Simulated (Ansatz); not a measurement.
# C4S5O (Pc): the gap up the ladder of methods, part 3 of 3

Wanted: a ladder of band gaps for C4S5O (Pc), from density functionals to G0W0.

Ansatz 0.2.0; density functionals, hybrids and G0W0, plane waves, PAW. Known limits of the many-body steps: finite bands, screening cutoff and k mesh; no spin-orbit coupling in G0W0; screening cutoff under 40 eV in some runs.

So far. Step 9 (G0W0@PBE, 4×2×2 mesh, 977 empty bands, screening to 110 …): Over all 12 irreducible mesh points the G0W0 gap is 2.992 eV, from k = (-0.500, -0.500, 0.000) to k = (-0.500, 0.000, 0.000). The PBE gap of this run on the mesh is 1.582 eV. The two states that bound the G0W0 gap lie that far apart at the start, so the correction of the gap is 2.992 − 1.582 = +1.410 eV.

In doubt: masses and optical values from hybrid runs of this build are listed as unsure (step 10), which bears on the screening that GW takes from such a start.

## 11. G0W0@PBEsol, 4×2×2 mesh, 977 empty bands, screening to 110 eV, PAW set soft_1 files

This step: G0W0 on PBEsol, plane waves, PAW; PAW set soft_1.

Contents of input.yaml:

```yaml
crystal:
  lattice:
    - [3.9638, 0.0, 0.0]
    - [0.0, 11.0211, 0.0]
    - [-2.2503537532, 0.0, 8.5408209769]
  atoms:
    - { symbol: C, position: [0.9954444397, 0.1796739709, 0.3639247569] }
    - { symbol: C, position: [0.9954444397, 0.8203260291, 0.8639247569] }
    - { symbol: C, position: [0.4303161322, 0.201707041, 0.6372972353] }
    - { symbol: C, position: [0.4303161322, 0.798292959, 0.1372972353] }
    - { symbol: C, position: [0.7934383888, 0.3409955639, 0.8579692616] }
    - { symbol: C, position: [0.7934383888, 0.6590044361, 0.3579692616] }
    - { symbol: C, position: [0.3676703384, 0.3173331213, 0.5811982461] }
    - { symbol: C, position: [0.3676703384, 0.6826668787, 0.0811982461] }
    - { symbol: S, position: [0.7175656305, 0.1290236316, 0.2041229421] }
    - { symbol: S, position: [0.7175656305, 0.8709763684, 0.7041229421] }
    - { symbol: S, position: [0.2162793335, 0.0863359043, 0.5167550488] }
    - { symbol: S, position: [0.2162793335, 0.9136640957, 0.0167550488] }
    - { symbol: S, position: [0.7019628428, 0.181898402, 0.8234195846] }
    - { symbol: S, position: [0.7019628428, 0.818101598, 0.3234195846] }
    - { symbol: S, position: [0.0945683707, 0.3332646569, 0.3947420537] }
    - { symbol: S, position: [0.0945683707, 0.6667353431, 0.8947420537] }
    - { symbol: S, position: [0.5678526524, 0.4359530879, 0.6984529155] }
    - { symbol: S, position: [0.5678526524, 0.5640469121, 0.1984529155] }
    - { symbol: O, position: [-0.010268129, 0.3802644671, 0.9759479553] }
    - { symbol: O, position: [-0.010268129, 0.6197355329, 0.4759479553] }
kpoints:
  mp_grid: { grid: [4, 2, 2] }
hamiltonian:
  xc: pbesol
  pseudopotentials: { kind: paw, azcp: { folder: soft_1 }, xc_functional: pbe }
scf:
  occupations: { method: fixed }
gw:
  n_empty_bands: 977
  ecut_chi: 110.0
  qp_bands: [v4, c4]
  qp_kpoints: band_edges
  screening: { model: contour_deformation }
```

Command:

```bash
> ansatz run input.yaml --threads 2 --pin off --max-ram 92160MiB --backend cuda --events-out ev --progress --plain --runs-dir out --devices 1 --max-vram 13GiB
```

Numbers of over 12 decimals in the logs are rounded to 6 here.

Log:

```text
GPUs: using 1 of 1 available (devices: 1).
[...]
GPU FFT provider: cuFFT
GPU libraries: cuBLAS 13.8.2, cuFFT 12.4.0, cuSOLVER 12.3.4
Crystal: 20 atoms, lattice volume = 373.109 Å³
Basis set: ecut = 420 eV, 7335 PW (Γ)
Bands: 72, of which v1, the nominal top of the filled ones, is band 52 counted from 1 (51 counted from 0)
Symmetry: 2 space group operations
[...]
k-points: 12 of 16 (time reversal used)
[...]
0    56      6.3037    -9.0273    -4.3807   -14.4313  0.7587     7.3590     7.3271  root
[...]
11    53      5.3208    -9.3196    -3.5436   -13.5898  0.7494     6.0606     6.0474  root
    11    54      5.3208    -9.3196    -3.5436   -13.5898  0.7494     6.0606     6.0474  root
    11    55      6.0412    -9.5502    -3.9730   -14.5197  0.7492     7.0689     7.0378  root
    11    56      6.0412    -9.5502    -3.9730   -14.5197  0.7492     7.0689     7.0378  root
[key lines of the parts left out:]
SCF converged after 12 iterations
Free energy (F): -11937.143540 eV
Fermi energy:    3.393140 eV
```

The job ended after 87 s (1 × NVIDIA H100 80GB HBM3 (shared by 6 runs) with 2 threads of AMD EPYC 7R13 (Zen 3), shared host; peak memory 4.6 GiB; 2.2 min of CPU time).

Numbers from this step:

* bands summed: 1029
* RPA ε∞ on this mesh (eigenvalues): 2.596, 4.196, 5.272
* plane waves in the screening matrix: 983
* G0W0 gap over the corrected points: 2.937 eV
* k of the valence top: -0.5, -0.5, 0
* k of the conduction bottom: -0.5, 0, 0
* starting gap on the mesh: 1.537 eV
* Z at the valence top: 0.7453
* Z at the conduction bottom: 0.7562
* least direct G0W0 gap over the corrected points: 3.013 eV

Over all 12 irreducible mesh points the G0W0 gap is 2.937 eV, from k = (-0.500, -0.500, 0.000) to k = (-0.500, 0.000, 0.000). The PBEsol gap of this run on the mesh is 1.537 eV. The two states that bound the G0W0 gap lie that far apart at the start, so the correction of the gap is 2.937 − 1.537 = +1.400 eV. G0W0@PBEsol against G0W0@HSE06 with 1029 bands: 2.937 − 3.414 = −0.477 eV, with the same mesh, files and cutoffs, and both edges at the same k points.

## 12. The ladder

Each gap is the least one over the points named; times are wall times on shared hosts, not benchmarks. A G0W0 time includes the run's own self-consistent start. Runs with listed points see these and the mesh alone, so an edge that moves elsewhere is missed. Rows marked * are further runs, not shown as steps, whose inputs differ from the G0W0 step on the same start in the columns given; solver thresholds can differ too. Symmetry makes (-0.500, 0.500, 0.000) and (-0.500, -0.500, 0.000) one point.

| level | mesh | files, cutoff | bands summed, screening | points | gap (eV) | valence top | conduction bottom | least direct gap (eV) | time |
| --- | --- | --- | --- | --- | --- | --- | --- | --- | --- |
| LDA | 6×2×4 | soft_1 PAW, 420 eV | - | mesh and listed points | 1.489 | (-0.500, 0.500, 0.000) | (-0.500, 0.000, 0.000) | 1.566 | 15 s |
| PBEsol | 6×2×4 | soft_1 PAW, 420 eV | - | mesh and listed points | 1.537 | (-0.500, 0.500, 0.000) | (-0.500, 0.000, 0.000) | 1.611 | 12 s |
| PBE | 6×2×4 | soft_1 PAW, 420 eV | - | mesh and path | 1.582 | (-0.500, 0.500, 0.000) | (-0.500, 0.000, 0.000) | 1.653 | 21 s |
| r2SCAN | 6×2×4 | soft_1 PAW, 500 eV | - | mesh and listed points | 1.756 | (-0.500, 0.500, 0.000) | (-0.500, 0.000, 0.000) | 1.829 | 11 s |
| HSE06 | 4×2×2 | soft_1 PAW, 420 eV | - | mesh and listed points | 2.352 | (-0.500, 0.500, 0.000) | (-0.500, 0.000, 0.000) | 2.427 | 69 s |
| PBE0 | 4×2×2 | soft_1 PAW, 420 eV | - | mesh and listed points | 3.071 | (-0.500, 0.500, 0.000) | (-0.500, 0.000, 0.000) | 3.146 | 84 s |
| DDH-PBE0 | 4×2×2 | soft_1 PAW, 420 eV | - | mesh and listed points | 3.013 | (-0.500, 0.500, 0.000) | (-0.500, 0.000, 0.000) | 3.089 | 1.8 min |
| G0W0@PBE* | 4×2×2 | soft_1 PAW, 420 eV | 212, 33 eV | all 12 irreducible mesh points | 2.972 | (-0.500, -0.500, 0.000) | (-0.500, 0.000, 0.000) | 3.064 | 20 s |
| G0W0@PBE* | 4×2×2 | soft_1 PAW, 420 eV | 506, 66 eV | all 12 irreducible mesh points | 2.969 | (-0.500, -0.500, 0.000) | (-0.500, 0.000, 0.000) | 3.051 | 60 s |
| G0W0@PBE | 4×2×2 | soft_1 PAW, 420 eV | 1029, 110 eV | all 12 irreducible mesh points | 2.992 | (-0.500, -0.500, 0.000) | (-0.500, 0.000, 0.000) | 3.067 | 2 min |
| G0W0@HSE06 | 4×2×2 | soft_1 PAW, 420 eV | 1029, 110 eV | all 12 irreducible mesh points | 3.414 | (-0.500, -0.500, 0.000) | (-0.500, 0.000, 0.000) | 3.491 | 5.8 min |
| G0W0@PBEsol | 4×2×2 | soft_1 PAW, 420 eV | 1029, 110 eV | all 12 irreducible mesh points | 2.937 | (-0.500, -0.500, 0.000) | (-0.500, 0.000, 0.000) | 3.013 | 87 s |

## 13. Summary of results

```
LDA, over mesh and listed points                                  : 1.489 eV
PBEsol, over mesh and listed points                               : 1.537 eV
PBE, over mesh and path                                           : 1.582 eV
r2SCAN, over mesh and listed points                               : 1.756 eV
HSE06, over mesh and listed points                                : 2.352 eV
PBE0, over mesh and listed points                                 : 3.071 eV
DDH-PBE0, over mesh and listed points                             : 3.013 eV
G0W0@PBE (1029 bands, 4×2×2), over all 12 irreducible mesh points : 2.992 eV
G0W0@HSE06, over all 12 irreducible mesh points                   : 3.414 eV
G0W0@PBEsol, over all 12 irreducible mesh points                  : 2.937 eV
known limits                                                      : finite bands, screening cutoff and k mesh; no spin-orbit coupling in G0W0; screening cutoff under 40 eV in some runs
```

The rows run from 1.489 eV (LDA) to 3.414 eV (G0W0@HSE06). They differ in mesh, plane-wave cutoff, bands and screening cutoff of G0W0 and the points over which the gap was sought as well as in level, so only pairs that share these are like for like. PBEsol against LDA: 1.537 − 1.489 = +0.048 eV, with the same mesh, files and cutoff, and both edges at the same k points. PBE against PBEsol: 1.582 − 1.537 = +0.045 eV, with the same mesh, files and cutoff, and both edges at the same k points. PBE0 against HSE06: 3.071 − 2.352 = +0.719 eV, with the same mesh, files and cutoff, and both edges at the same k points. DDH-PBE0 against PBE0: 3.013 − 3.071 = −0.058 eV, with the same mesh, files and cutoff, and both edges at the same k points. G0W0@HSE06 against G0W0@PBE with 1029 bands: 3.414 − 2.992 = +0.422 eV, with the same mesh, files and cutoffs, and both edges at the same k points. G0W0@PBEsol against G0W0@HSE06 with 1029 bands: 2.937 − 3.414 = −0.477 eV, with the same mesh, files and cutoffs, and both edges at the same k points. The dielectric-dependent hybrid took 0.241 of exact exchange, against 0.25 in PBE0. G0W0@PBE (1029 bands, 4×2×2) moves the gap of its own start on the mesh by 2.992 − 1.582 = +1.410 eV, between the same two levels. Both edges that PBE shows over mesh and path lie at k points where levels were corrected. Levels at other points were not corrected, so a lower G0W0 gap elsewhere in the zone is not ruled out. G0W0@HSE06 moves the gap of its own start on the mesh by 3.414 − 2.352 = +1.062 eV, between the same two levels. Both edges that HSE06 shows over mesh and listed points lie at k points where levels were corrected. Levels at other points were not corrected, so a lower G0W0 gap elsewhere in the zone is not ruled out. G0W0@PBEsol moves the gap of its own start on the mesh by 2.937 − 1.537 = +1.400 eV, between the same two levels. Both edges that PBEsol shows over mesh and listed points lie at k points where levels were corrected. Levels at other points were not corrected, so a lower G0W0 gap elsewhere in the zone is not ruled out. For G0W0@PBE: from 212 bands and 33 eV to 1029 bands and 110 eV the gap moves by 2.992 − 2.972 = +0.020 eV (rung by rung 2.972, 2.969, 2.992 eV); bands and screening cutoff rise together, so their parts are not told apart. The gap turns back along the series (2.972, 2.969, 2.992 eV), so no line is drawn and the limit is not known. The other G0W0 rows are shown at one basis each (1029 bands), so their distance from the limit is not known here. The G0W0 runs are scalar-relativistic. No pair of G0W0 runs that differ in the mesh alone is shown (4×2×2 is a supercell whose nearest images lie 16 Å apart), so the error from the mesh is not known here. G0W0@PBE runs of this series with other atomic data on the same mesh, not shown as steps, give 3.003 eV (hard PAW, 930 eV, 1500 bands, screening to 143 eV); where bands and cutoffs differ too, the part of the files is not isolated. A screening cutoff under 40 eV is crude: G0W0@PBE with 212 bands at 33 eV.

[Paths, hosts, dates, memory and timing lines, banners, echoed tables and standing remarks are left out of the program output.]

[Logs are printed without paths, hosts, clocks, repeated set-up lines and the standing remarks that a program may print on its own settings, such as how far it seeks lower states.]

[Runs of the session that timed out or met a known fault of the program may be left out.]

[Cells called generated may have been cut or substituted from an entry of the Crystallography Open Database or the Materials Project.]

[Hosts, paths, dates, database ids (printed as entryN), source tags and the programs' standing remarks are cut or masked in the printed files.]

[Where an RPA ε∞ is given, it is that of the G0W0 mesh and is not shown converged in it. Names of k-points follow the symmetry that the program found, which can be lower than the space group named. Band edges on a path are those of the sampled points; other points can move an edge, and change direct to indirect where valleys lie close.]

[Hybrid gaps are those of their k-mesh and are not shown converged in it.]
